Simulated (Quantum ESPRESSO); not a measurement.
# Canted and collinear textures of SrMn2As2

Aim: see whether a non-collinear arrangement of the moments of SrMn2As2 lies under the collinear ones.

Calculated with Quantum ESPRESSO 7.5; LDA; plane waves with GBRV 1.5 LDA potentials, no spin-orbit coupling.

Report form: the programs' logs are mostly left out.

**1. The structure**

The structure is trigonal, space group P-3m1 (No. 164). Conventional cell: a = 4.076 Å, b = 4.076 Å, c = 7.351 Å, α = 90.00°, β = 90.00°, γ = 120.00°. Nearest to Sr lie 6 As at 3.14 Å. Nearest to Mn lie 4 As at 2.43 to 2.48 Å. Nearest to As lie 4 Mn at 2.43 to 2.48 Å and 3 Sr at 3.14 Å. Farther neighbours are not listed.

The cell comes from Materials Project 2023-11-01, a database of computed structures, and need not be the stable phase.

**2. Start 1: collinear parallel**

The input, pw.in:

```
&CONTROL
  calculation = 'scf'
  prefix = 'pwscf'
  outdir = './tmp'
  pseudo_dir = './pseudo'
  disk_io = 'nowf'
/
&SYSTEM
  ibrav = 0
  nat = 5
  ntyp = 3
  ecutwfc = 34
  ecutrho = 238
  nbnd = 68
  occupations = 'smearing'
  smearing = 'fd'
  degauss = 0.00734986
  noncolin = .true.
  starting_magnetization(1) = 0
  starting_magnetization(2) = 0.2333
  angle1(2) = 0
  angle2(2) = 0
  starting_magnetization(3) = 0
/
&ELECTRONS
  conv_thr = 1d-08
  electron_maxstep = 150
  mixing_beta = 0.3
/
ATOMIC_SPECIES
Sr     87.6200 sr_lda_v1.uspp.F.UPF
Mn     54.9380 mn_lda_v1.5.uspp.F.UPF
As     74.9216 as_lda_v1.uspp.F.UPF
CELL_PARAMETERS angstrom
   4.0763099881    0.0000000000    0.0000000000
  -2.0381549941    3.5301880034    0.0000000000
   0.0000000000    0.0000000000    7.3514670000
ATOMIC_POSITIONS crystal
Sr      0.0000000000    0.0000000000    0.0000000000
Mn      0.6666666700    0.3333333300    0.3876830000
Mn      0.3333333300    0.6666666700    0.6123170000
As      0.6666666700    0.3333333300    0.7179570000
As      0.3333333300    0.6666666700    0.2820430000
K_POINTS automatic
5 5 3 0 0 0
```

On the command line:

```console
OMP_NUM_THREADS=1 mpirun -n 4 pw.x -nk 4 -in pw.in > pw.out
```

Elapsed: 28 s, on 4 MPI ranks of Intel Xeon 6975P-C (Granite Rapids), shared host; peak memory 0.62 GiB.

Spin moment in the atom's sphere by atom:

```tsv
atom	x (μB)	y (μB)	z (μB)	size
Sr1	0.00	0.00	0.00	0.00
Mn2	0.00	0.00	2.53	2.53
Mn3	0.00	0.00	2.53	2.53
As4	0.00	0.00	-0.08	0.08
As5	0.00	0.00	-0.08	0.08
```

Numbers from this step:

```
smearing term TS       : 0.1561 eV
magnetization          : 0, 0, 5.314 μB
absolute magnetization : 5.824 μB
final state            : ferromagnetic
```

**3. Start 2: random 1**

pw.in: that of step 2 with these lines changed.

```diff
@@ -10,3 +10,3 @@
   nat = 5
-  ntyp = 3
+  ntyp = 4
   ecutwfc = 34
@@ -19,6 +19,10 @@
   starting_magnetization(1) = 0
-  starting_magnetization(2) = 0.2333
-  angle1(2) = 0
-  angle2(2) = 0
-  starting_magnetization(3) = 0
+  starting_magnetization(2) = 0.2332
+  angle1(2) = 65.406
+  angle2(2) = 33.603
+  starting_magnetization(3) = 0.2334
+  angle1(3) = 45.437
+  angle2(3) = -123.556
+  starting_magnetization(4) = 0
+  nosym = .true.
 /
@@ -31,3 +35,4 @@
 Sr     87.6200 sr_lda_v1.uspp.F.UPF
-Mn     54.9380 mn_lda_v1.5.uspp.F.UPF
+Mn1    54.9380 mn_lda_v1.5.uspp.F.UPF
+Mn2    54.9380 mn_lda_v1.5.uspp.F.UPF
 As     74.9216 as_lda_v1.uspp.F.UPF
@@ -39,4 +44,4 @@
 Sr      0.0000000000    0.0000000000    0.0000000000
-Mn      0.6666666700    0.3333333300    0.3876830000
-Mn      0.3333333300    0.6666666700    0.6123170000
+Mn1     0.6666666700    0.3333333300    0.3876830000
+Mn2     0.3333333300    0.6666666700    0.6123170000
 As      0.6666666700    0.3333333300    0.7179570000
```

Wall time 3.8 min (4 MPI ranks); peak memory 0.93 GiB; 15 min of CPU time.

Spin moment in the atom's sphere by atom:

```tsv
atom	x (μB)	y (μB)	z (μB)	size
Sr1	0.00	0.00	0.00	0.00
Mn2	2.22	2.12	-0.55	3.12
Mn3	-2.22	-2.12	0.55	3.12
As4	0.01	0.01	0.00	0.01
As5	-0.01	-0.01	0.00	0.01
```

This step gave:

- smearing term TS: 0.08897 eV
- magnetization: 0, 0, -0.001 μB
- absolute magnetization: 7.137 μB
- final state: antiferromagnetic

Valence density in the ac plane at fractional y = 0.333, with atoms of Mn and As within 0.2 Å of it. It is the smooth field of the valence electrons, not physical close to the nuclei.

Ten steps, logarithmic in the rise over the least value, from '_' (0 e/Å³) to '@' (17 e/Å³), each cell a mean:
```
__......____________________
____..______________________
____________..............__
__________....::::::::::....
__________..::::--::--::::..
..______....::::..::..::::::
....__....::::::--**--::::::
..........::::::..--..::::::
............::--::::::--::..
............::::------::::..
..............::::::::::....
__________....::------::....
__________..::--++**++--::..
....__......::**@@@@@@**::..
............--##@@@@@@##--..
............--**@@@@@@**--..
............::--******--::..
................::--::......
............................
..........__________________
____..______________________
____..______________________
__......____________________
__......____________________
```
Columns run along a (4.1 Å), rows up along c (7.4 Å). Atoms in or near the plane, at fractional coordinates: Mn at (0.67, 0.39), As at (0.67, 0.72).

**4. Start 3: random 2**

pw.in: that of step 3 with these lines changed.

```diff
@@ -19,8 +19,8 @@
   starting_magnetization(1) = 0
-  starting_magnetization(2) = 0.2332
-  angle1(2) = 65.406
-  angle2(2) = 33.603
-  starting_magnetization(3) = 0.2334
-  angle1(3) = 45.437
-  angle2(3) = -123.556
+  starting_magnetization(2) = 0.2333
+  angle1(2) = 84.721
+  angle2(2) = 171.976
+  starting_magnetization(3) = 0.2333
+  angle1(3) = 138.604
+  angle2(3) = -54.916
   starting_magnetization(4) = 0
```

Run time: 3.6 min. Hardware: 4 MPI ranks; peak memory 0.93 GiB; 14 min of CPU time.

Spin moment in the atom's sphere by atom:

```tsv
atom	x (μB)	y (μB)	z (μB)	size
Sr1	0.00	0.00	0.00	0.00
Mn2	-2.44	1.22	1.51	3.12
Mn3	2.44	-1.22	-1.51	3.12
As4	-0.01	0.00	0.01	0.01
As5	0.01	0.00	-0.01	0.01
```

Read from the output:

- smearing term TS: 0.08897 eV
- magnetization: -0.001, -0.001, -0.001 μB
- absolute magnetization: 7.137 μB
- final state: antiferromagnetic

**5. Start 4: collinear alternating**

pw.in: that of step 4 with these lines changed.

```diff
@@ -20,9 +20,8 @@
   starting_magnetization(2) = 0.2333
-  angle1(2) = 84.721
-  angle2(2) = 171.976
+  angle1(2) = 0
+  angle2(2) = 0
   starting_magnetization(3) = 0.2333
-  angle1(3) = 138.604
-  angle2(3) = -54.916
+  angle1(3) = 180
+  angle2(3) = 0
   starting_magnetization(4) = 0
-  nosym = .true.
 /
```

It took 37 s on 4 MPI ranks; peak memory 0.65 GiB; 2.4 min of CPU time.

Spin moment in the atom's sphere by atom:

```tsv
atom	x (μB)	y (μB)	z (μB)	size
Sr1	0.00	0.00	0.00	0.00
Mn2	0.00	0.00	3.12	3.12
Mn3	0.00	0.00	-3.12	3.12
As4	0.00	0.00	0.01	0.01
As5	0.00	0.00	-0.01	0.01
```

Numbers from this step:

- smearing term TS: 0.08895 eV
- magnetization: 0, 0, 0 μB
- absolute magnetization: 7.137 μB
- final state: antiferromagnetic

**6. Ranking**

Textures, by row:

```tsv
start	final state	energy over the lowest (meV a seeded atom)	smallest moment (μB)	largest moment (μB)	net moment (μB a cell)	angles to the first moment (degrees)
collinear parallel	ferromagnetic	194	2.535	2.535	5.314	0
random 1	antiferromagnetic	0	3.117	3.117	0.001106	180
random 2	antiferromagnetic	0	3.117	3.117	0.002242	180
collinear alternating	antiferromagnetic	0	3.118	3.118	0	180
```

**7. Outcome**

* lowest start: random 1, random 2 and collinear alternating
* its final state: antiferromagnetic
* its moments: 3.12 μB
* its net moment: 0.00111 μB a cell

In words: No finished start ends non-collinear. The mesh is coarse, so differences of some ten meV can be noise where moments are itinerant. Without spin–orbit coupling only the angles between moments matter. The cell holds only so many moments, so longer spirals cannot form in it. Energies are free energies at an electronic temperature of 1160 K, which lowers moments and differences where the moments are itinerant. The cutoff lies under the 40 Ry that these files are usually run at.

[Logs and program files are shortened in this print: banners, set-up blocks, solver, clock and traceback lines can be left out without a mark of their own.]

[Logs are printed without paths, hosts, clocks, repeated set-up lines and the standing remarks that a program may print on its own settings, such as how far it seeks lower states.]

[Hosts, paths, dates, database ids (printed as entryN), source tags and the programs' standing remarks are cut or masked in the printed files.]

[Where a cell is said to come from a database of computed structures, the database is the Materials Project.]
